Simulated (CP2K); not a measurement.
The N K edge of 2-aminopyrrole was computed by TDDFT (CP2K XAS_TDP, aug-cc-pVDZ, TDA) at these levels: PBE, PBEh(45%) and PBEh(45%) + GW2X. The first three lines of N1 (bonded to C and 2 H) with a strength over 0.0015, energy in eV and strength:

```csv
run,first,second,third
1,397.91 (0.008),398.70 (0.021),399.44 (0.002)
2,381.26 (0.002),381.75 (0.002),382.40 (0.002)
3,403.57 (0.008),404.36 (0.021),405.10 (0.002)
```

Question: Which run is which?

Run 1: PBEh(45%) (45 % exact exchange). Run 2: PBE (0 % exact exchange). Run 3: PBEh(45%) + GW2X (45 % exact exchange). Self-interaction lifts the core level, so the uncorrected lines rise with the share of exact exchange. The GW2X run keeps the spacings of its parent: 0.79 eV between the first two lines in run 3, 0.79 eV in run 1. Its shift is +5.66 eV, since the Kohn–Sham level at this share of exchange lies that far above the quasiparticle level.

[Banner, clock and machine lines of the logs are left out without a mark of their own.]

[Logs are printed without paths, hosts, clocks, repeated set-up lines and the standing remarks that a program may print on its own settings, such as how far it seeks lower states.]

[Hosts, paths, dates, database ids (printed as entryN), source tags and the programs' standing remarks are cut or masked in the printed files.]
